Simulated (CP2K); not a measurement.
Two runs for the C K edge of tetrahydrofuran. Run A: CP2K XAS_TDP, all-electron GAPW, PBEh(45%), aug-cc-pVDZ, TDA, no relativity. Run B differs in one setting.

First lines with a strength over 0.0015. A:

```csv
atom,energy (eV),states,"strength, one atom"
"C1 (bonded to 2 C and 2 H), 2 alike",283.82,1,0.0091
,284.29,1,0.0185
,284.87,1,0.0022
,285.63,1,0.0028
,285.76,1,0.0024
"C3 (bonded to C, O and 2 H), 2 alike",284.94,1,0.0161
,285.48,1,0.0308
,285.49,1,0.0188
,286.33,1,0.0025
,286.66,1,0.0064
```

B:

```csv
atom,energy (eV),states,"strength, one atom"
"C1 (bonded to 2 C and 2 H), 2 alike",289.87,1,0.0089
,290.34,1,0.0181
,290.92,1,0.0022
,291.67,1,0.0027
,291.80,1,0.0024
"C3 (bonded to C, O and 2 H), 2 alike",291.14,1,0.0158
,291.68,1,0.0301
,291.70,1,0.0184
,292.54,1,0.0025
,292.86,1,0.0062
```

**Question.** Which was it: the basis, the functional, GW2X switched on, scalar relativity switched on?

GW2X switched on. GW2X shifts an atom's lines together and keeps their spacings. Against PBEh(45%) in aug-cc-pVDZ, the leading lines move by +6.05 eV (C1, to 289.87) and +6.20 eV (C3, to 291.14).

[Banner, clock and machine lines of the logs are left out without a mark of their own.]

[Logs are printed without paths, hosts, clocks, repeated set-up lines and the standing remarks that a program may print on its own settings, such as how far it seeks lower states.]

[Hosts, paths, dates, database ids (printed as entryN), source tags and the programs' standing remarks are cut or masked in the printed files.]
